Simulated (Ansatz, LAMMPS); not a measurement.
# Static equation of state of glassy 63SiO2-37Na2O (mol %) (114 atoms)

Density of this cell: 2.61 g/cm³. The cell holds 114 atoms: 24 Si, 28 Na and 62 O. Its edges and angles: a = 11.333 Å, b = 11.287 Å, c = 11.514 Å, α = 89.4°, β = 92.1°, γ = 93.4°. The starting structure: 114 atoms (24 Si, 28 Na, 62 O) placed at random at 2.47 g/cm³, melted at 4000 K for 10 ps at fixed volume with the Morse and Coulomb pair potential with partial charges (Pedone, Malavasi, Menziani, Cormack and Segre, J. Phys. Chem. B 110, 11780 (2006)). Quenched from 4000 K to 300 K at 10 K/ps and fixed volume, held 10 ps at zero pressure.

Calculated with Ansatz 0.2.0: Kohn-Sham DFT, r2SCAN, PAW (set soft_2), plane waves; cutoff 500 eV, Γ point, fixed occupations. Cell and atoms were relaxed first, to V0 = 12.887 Å³ an atom at a residual P0 = -0.031 GPa. The cell was then scaled evenly, and the atoms were relaxed at each volume.

| volume (Å³/atom) | pressure (GPa) |
| --- | --- |
| 12.114 | 3.498 |
| 12.501 | ? |
| 13.274 | -1.210 |
| 13.661 | -2.285 |

Task: Fit the third-order Birch–Murnaghan equation to the rows given and interpolate to the withheld row.

Worked fit:

Take the Eulerian strain f = ½[(V0/V)^(2/3) − 1] and the normalised pressure F = (P − P0) / [3f(1 + 2f)^(5/2)]. The third-order Birch–Murnaghan equation is then the line F = B0 + (3/2)B0(B′ − 4) f, so u = f and v = F.

```
      u = f  v = F (GPa)
  0.0210565      50.3982
-0.00975617      42.2904
 -0.0190504      43.4547
```

With n = 3: mean u = -0.00258335, mean v = 45.3811, Σ(u − ū)² = 8.815e-4, Σ(u − ū)(v − v̄) = 0.17249. Slope b = 0.17249 / 8.815e-4 = 195.69; intercept a = v̄ − b ū = 45.887.

So B0 = a = 45.9 GPa and B′ = 4 + 2b/(3a) = 6.84. At the withheld volume f = 0.01026, F = a + b f = 47.89 GPa, and P = P0 + 3f(1 + 2f)^(5/2) F.

Prediction at 12.501: 1.519 GPa. The run gave 1.634 GPa, so the fit is low by 0.11 GPa (7.0 % of the value).

The series isn't one smooth equation of state: even a line fitted to all rows, the withheld one included, misses F by up to 5.2 %, the count of bonds changes along the series and an atom moves over 0.5 Å in some relaxation. B0 and B′ are then only the numbers of this fit, not moduli of the material. Among the rows given, the largest miss of the fit is at 13.661, by 0.067 GPa (1.2 % of the range of the table).

Limits: Static cells at zero temperature; the cell shape is held. The program notes that the SCF threshold of these relaxations is loose for the stress. The quench rate of 10 K/ps is many orders above laboratory rates, so the cell is likely richer in defects and strain than a real sample. The network of bonds at the start is that of the classical potential that made the cell, and needn't be the one that DFT or experiment would give. Only the Γ point is sampled, in a cell whose shortest periodic width is 11 Å.

[Logs are printed without paths, hosts, clocks, repeated set-up lines and the standing remarks that a program may print on its own settings, such as how far it seeks lower states.]

[Hosts, paths, dates, database ids (printed as entryN), source tags and the programs' standing remarks are cut or masked in the printed files.]
